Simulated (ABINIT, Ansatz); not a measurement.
# Quasiparticle gap of KNa3H4 (Pm-3m) in ABINIT, part 3 of 3

Aim: the G0W0 gap of KNa3H4 (Pm-3m) on LDA, step by step.

ABINIT 10.8.3; LDA and many-body steps on it, plane waves. Known limits of the many-body steps: not at the basis limit; coarse k mesh.

So far. Step 4 (Empty states on the mesh, 2×2×2 mesh, 259 bands): On this mesh the gap is 2.594 eV. Step 5 (Screening, 2×2×2 mesh, 237 bands, screening to 176.9 eV): Local fields lower ε∞ by 11 %. On a Γ-centred mesh this coarse the value itself is usually too large, while a short band sum pulls it down.

## Step 6: Self-energy, 2×2×2 mesh, 237 bands, screening to 176.9 eV

The self-energy is evaluated for the states that the input lists, and the levels follow from it, in one-shot runs by the linearised quasiparticle equation.

This step: G0W0 on LDA, plane waves, norm-conserving pseudopotentials.

The input, run.abi:

```
acell 3*1.0 Angstrom
rprim 
  5.118641000000 0.000000000000 0.000000000000
  0.000000000000 5.118641000000 0.000000000000
  0.000000000000 0.000000000000 5.118641000000
ntypat 3
znucl 19 11 1
natom 8
typat 1 2 2 2 3 3 3 3
xred 
  0.500000000000 0.500000000000 0.500000000000
  -0.000000000000 -0.000000000000 0.500000000000
  -0.000000000000 0.500000000000 -0.000000000000
  0.500000000000 -0.000000000000 -0.000000000000
  -0.000000000000 -0.000000000000 -0.000000000000
  0.500000000000 0.500000000000 -0.000000000000
  0.500000000000 -0.000000000000 0.500000000000
  -0.000000000000 0.500000000000 0.500000000000
pp_dirpath "pseudos"
pseudos "K.upf, Na.upf, H.upf"
ecut 38
ngkpt 2 2 2
nshiftk 1
shiftk 0 0 0
kptopt 1
chksymbreak 0
istwfk *1
occopt 1
irdwfk 1
optdriver 4
nband 237
gwcalctyp 0
ecutsigx 38
symsigma 1
nkptgw 3
kptgw 
  0.5000000000 0.0000000000 0.0000000000
  0.5000000000 0.5000000000 0.5000000000
  0.0000000000 0.0000000000 0.0000000000
bdgw 
  19 22
  18 23
  18 23
ecuteps 6.5
irdscr 1
ppmodel 1
indata_prefix "in"
outdata_prefix "out"
tmpdata_prefix "tmp"
```

The run is started by

```
OMP_NUM_THREADS=1 mpirun -n 4 abinit run.abi > log
```

Numbers of over 12 decimals in the logs are rounded to 6 here.

The log of the run:

```text
.Version 10.8.3 of ABINIT. v10.8.2 released Aug 2026.

 Symmetries : space group Pm -3 m (#221); Bravais cP (primitive cubic)
[... echo of the input left out ...]
== DATASET  1 ==================================================================
-   mpi_nproc: 4, omp_nthreads: 1 (-1 if OMP is not activated)

--- !DatasetInfo
iteration_state: {dtset: 1, }
dimensions: {natom: 8, nkpt: 4, mband: 237, nsppol: 1, nspinor: 1, nspden: 1, mpw: 10131, }
cutoff_energies: {ecut:  38.0, pawecutdg:  -1.0, }
electrons: {nelect:   4.00000000E+01, charge:   0.00000000E+00, occopt:   1.00000000E+00, tsmear:   1.00000000E-02, }

 SIGMA: Calculation of the GW corrections

 Based on a program developped by R.W. Godby, V. Olevano, G. Onida, and L. Reining.
 Incorporated in ABINIT by V. Olevano, G.-M. Rignanese, and M. Torrent.
.Using double precision arithmetic ; gwpc =  8

[... cell and pseudopotentials left out ...]
--------------------------------------------------------------------------------

 ==== K-mesh for the wavefunctions ====
 Number of points in the irreducible wedge :     4
[... list of points left out ...]
 Together with 48 symmetry operations and time-reversal symmetry
 yields     8 points in the full Brillouin Zone.

 ==== Q-mesh for screening function ====
 Number of points in the irreducible wedge :     4
[... list of points left out ...]
 Together with 48 symmetry operations and time-reversal symmetry
 yields     8 points in the full Brillouin Zone.

 vcoul_init : cutoff-mode = AUXILIARY_FUNCTION
 q-points for optical limit:   1
     1)      0.000010    0.000020    0.000030
 setmesh: FFT mesh size selected  =    54x   54x   54
          total number of points  =       157464

 Number of electrons calculated from density =   40.0000; Expected =   40.0000
 average of density, n =  0.044198
 r_s =    1.7546
 omega_plasma =   20.2794 [eV]

 === KS Band Gaps ===
  >>>> For spin  1
   Minimum direct gap =   3.1596 [eV], located at k-point      :   0.5000  0.5000  0.5000
   Fundamental gap    =   2.5938 [eV], Top of valence bands at :   0.5000  0.0000  0.0000
                                       Bottom of conduction at :   0.5000  0.5000  0.5000
 SIGMA fundamental parameters:
 PLASMON POLE MODEL  1
 number of plane-waves for SigmaX                10131
 number of plane-waves for SigmaC and W            739
 number of plane-waves for wavefunctions         10131
 number of bands                                   237
 number of independent spin polarizations            1
 number of spinorial components                      1
 number of k-points in IBZ                           4
 number of q-points in IBZ                           4
 number of symmetry operations                      48
 number of k-points in BZ                            8
 number of q-points in BZ                            8
 number of frequencies for dSigma/dE                 9
 frequency step for dSigma/dE [eV]                0.25
 number of omega for Sigma on real axis              0
 max omega for Sigma on real axis  [eV]           0.00
 zcut for avoiding poles [eV]                     0.10

 EPSILON^-1 parameters (SCR file):
 dimension of the eps^-1 matrix on file            739
 dimension of the eps^-1 matrix used               739
 number of plane-waves for wavefunctions         10131
 number of bands                                   237
 number of q-points in IBZ                           4
 number of frequencies                               2
 number of real frequencies                          1
 number of imag frequencies                          1

 matrix elements of self-energy operator (all in [eV])

 Perturbative Calculation

--- !SelfEnergy_ee
iteration_state: {dtset: 1, }
kpoint     : [   0.500,    0.000,    0.000, ]
spin       : 1
KS_gap     :    4.568
QP_gap     :    7.023
Delta_QP_KS:    2.455
data: !SigmaeeData |
     Band     E0 <VxcDFT>   SigX SigC(E0)      Z dSigC/dE  Sig(E)    E-E0       E
       19  -0.709 -10.108 -13.385   1.509   0.757  -0.321 -11.446  -1.338  -2.047
       20  -0.233 -10.290 -13.490   1.394   0.762  -0.313 -11.665  -1.376  -1.609
       21   4.334  -7.735  -3.146  -3.258   0.811  -0.233  -6.656   1.080   5.414
       22   4.334  -7.735  -3.146  -3.258   0.811  -0.233  -6.656   1.080   5.414

--- !SelfEnergy_ee
iteration_state: {dtset: 1, }
kpoint     : [   0.500,    0.500,    0.500, ]
spin       : 1
KS_gap     :    3.160
QP_gap     :    5.566
Delta_QP_KS:    2.406
data: !SigmaeeData |
     Band     E0 <VxcDFT>   SigX SigC(E0)      Z dSigC/dE  Sig(E)    E-E0       E
       18  -0.799 -10.257 -13.686   1.580   0.756  -0.323 -11.655  -1.398  -2.198
       19  -0.799 -10.257 -13.686   1.580   0.756  -0.323 -11.655  -1.398  -2.198
       20  -0.799 -10.257 -13.686   1.580   0.756  -0.323 -11.655  -1.398  -2.198
       21   2.361  -7.478  -3.313  -2.938   0.821  -0.218  -6.470   1.008   3.368
       22   2.361  -7.478  -3.313  -2.938   0.821  -0.218  -6.470   1.008   3.368
       23   2.361  -7.478  -3.313  -2.938   0.821  -0.218  -6.470   1.008   3.368

--- !SelfEnergy_ee
iteration_state: {dtset: 1, }
kpoint     : [   0.000,    0.000,    0.000, ]
spin       : 1
KS_gap     :    4.495
QP_gap     :    6.786
Delta_QP_KS:    2.290
data: !SigmaeeData |
     Band     E0 <VxcDFT>   SigX SigC(E0)      Z dSigC/dE  Sig(E)    E-E0       E
       18  -0.859  -9.924 -13.214   1.526   0.750  -0.333 -11.247  -1.323  -2.182
       19  -0.859  -9.924 -13.214   1.526   0.750  -0.333 -11.247  -1.323  -2.182
       20  -0.476  -9.971 -13.161   1.430   0.762  -0.312 -11.313  -1.342  -1.818
       21   4.019  -7.703  -3.435  -3.093   0.807  -0.239  -6.755   0.948   4.967
       22   4.019  -7.703  -3.435  -3.093   0.807  -0.239  -6.755   0.948   4.967
       23   4.019  -7.703  -3.435  -3.093   0.807  -0.239  -6.755   0.948   4.967

== END DATASET(S) ==============================================================
================================================================================

 -outvars: echo values of variables after computation  --------
           etotal      0.0000000000E+00
            nband         237
             nkpt           4
          spgroup         221
 [... the other variables as echoed above ...]

 Calculation completed.
```

Wall time 93 s (4 MPI ranks of Arm Neoverse V2, shared host); peak memory 2.2 GiB.

This step gave:

* G0W0 gap on the points computed: 4.977 eV
* starting gap on the mesh: 2.594 eV
* k of the valence top: 0.5, 0, 0
* k of the conduction bottom: 0.5, 0.5, 0.5
* Z at the valence top: 0.762
* Z at the conduction bottom: 0.821
* least direct G0W0 gap on the computed points: 5.566 eV

The gap on the mesh goes from 2.59 eV to 4.98 eV, a correction of +2.38 eV.

Limits: finite bands, cutoff and mesh; coarse k mesh. v1 is the top filled band, c1 the lowest empty one. The levels before and after the correction (eV, zero at the valence-band top of each column):

```csv
,conduction bottom,valence top
Kohn-Sham,2.59,0.00
G0W0,4.98,0.00
```

```csv
,level,energy (eV)
Kohn-Sham,(0.5 0 0) v2,-0.476
Kohn-Sham,(0.5 0 0) v1,0.000
Kohn-Sham,(0.5 0 0) c1-c2,4.567
Kohn-Sham,(0.5 0.5 0.5) v3-v1,-0.566
Kohn-Sham,(0.5 0.5 0.5) c1-c3,2.594
G0W0,(0.5 0 0) v2,-0.438
G0W0,(0.5 0 0) v1,0.000
G0W0,(0.5 0 0) c1-c2,7.023
G0W0,(0.5 0.5 0.5) v3-v1,-0.589
G0W0,(0.5 0.5 0.5) c1-c3,4.977
```

## Step 7: Where the time went

Times are wall times on 4 MPI ranks of Arm Neoverse V2, shared host, good to a factor of about two.

```csv
step,time,share,memory (GiB)
ground state,29 s,9 %,0.42
bands along the symmetry lines,29 s,9 %,0.41
empty states on the mesh,1.9 min,36 %,0.5
screening,56 s,17 %,2.1
self-energy,93 s,29 %,2.2
```

## Step 8: Summary of results

```yaml
lda_gap: 2.59 eV, indirect
g0w0_gap_on_the_mesh: 4.98 eV
gw_settings: 2×2×2 mesh, 237 bands, screening to 176.9 eV, Godby-Needs plasmon pole
known_limits: not at the basis limit; coarse k mesh
```

What this shows: G0W0 moves the gap on the mesh from 2.59 eV to 4.98 eV (+2.38 eV), with Z of 0.76 and 0.82 at the edges. Local fields lower the RPA ε∞ on this mesh from 3.70 to 3.30; a Γ-centred mesh this coarse tends to raise both, most where the direct gap is narrow, while a short band sum lowers them. Only 3 of the mesh's irreducible points were corrected, so a valley elsewhere could overtake. Bands and cutoff are finite, so the gap is not at the basis limit. The miss can reach some tenths of an eV and take either sign; the mesh is an error of its own. In the G0W0 run levels were corrected at 3 k points alone, so a gap called «on the mesh» is the least over those, and an edge elsewhere would be missed. The 2×2×2 mesh is coarse for this cell, which bears on the long-range parts of exchange and screening.

[Paths, hosts, dates, memory and timing lines, banners, echoed tables and standing remarks are left out of the program output.]

[Logs are printed without paths, hosts, clocks, repeated set-up lines and the standing remarks that a program may print on its own settings, such as how far it seeks lower states.]

[Runs of the session that timed out or met a known fault of the program may be left out.]

[Hosts, paths, dates, database ids (printed as entryN), source tags and the programs' standing remarks are cut or masked in the printed files.]

[G0W0 gaps are taken among the corrected bands and points alone; a level outside them can change the order at an edge.]

[Where Ansatz stands beside ABINIT at settings called matched, ABINIT's density can come from a denser mesh and the files from another edition; pairs whose starting gaps differed by over 0.03 eV were left out, so agreement reads better than it is.]
